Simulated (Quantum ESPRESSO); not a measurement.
**HfO2, fluorite: band edges under a change of volume**

How fast do the gaps move when the cell is scaled evenly? The symmetry of the cell is held, so distortions that would lower it, which this phase may prefer, aren't tested.

Calculated with Quantum ESPRESSO 7.5, PBEsol, GBRV 1.5 ultrasoft potentials, cutoff 680 eV, Fermi–Dirac smearing 0.02 eV, k-mesh 10×10×10, no spin polarisation, no spin-orbit coupling.

Reference cell, relaxed at zero pressure with PBEsol (Fm-3m): a = 3.5562 Å, b = 3.5562 Å, c = 3.5562 Å, α = 60.00°, β = 60.00°, γ = 60.00°.

```csv
atom,x,y,z
Hf,0.0000,0.0000,0.0000
O,0.2500,0.2500,0.2500
O,0.7500,0.7500,0.7500
```

Levels are read on the k-mesh and along lines from Γ to X = (0.5, 0, 0.5), L = (0.5, 0.5, 0.5), K = (0.375, 0.375, 0.75) and W = (0.5, 0.25, 0.75) in the reciprocal basis of this cell (the letters only name these points), and count from the highest filled level.

```csv
ln(V/V0),gap (eV),direct gap at Γ (eV),lowest empty at X (eV)
−0.0619,3.930,4.680,3.930
−0.0408,3.877,4.626,3.877
0.0000,3.773,4.517,3.773
0.0198,3.723,4.462,3.723
0.0392,3.672,4.408,3.672
0.0583,3.623,4.353,3.623
```

**Question.** Fit the lowest empty level at X and give it at ln(V/V0) = −0.0202, a row left out above.

A straight line through the 6 rows: the means are 0.002433 for ln(V/V0) and 3.7663 for the level, Σ(Δx)² = 0.01079 and ΣΔxΔy = −0.02756, so the slope is −0.02756/0.01079 = −2.5545 and the intercept 3.7663 − (−2.5545)(0.002433) = 3.7725.

The slope is the volume deformation potential of this gap, −2.55 eV, as a mean over the range. The line gives 3.824 eV. The run itself gives 3.825 eV, so the estimate misses by 0.001 eV, a rounding's worth.

The gap lies below the direct one at Γ in every row. Semilocal functionals give gaps that are too small, and the error differs from valley to valley, so the order of close valleys can be wrong too.

[Logs are printed without paths, hosts, clocks, repeated set-up lines and the standing remarks that a program may print on its own settings, such as how far it seeks lower states.]
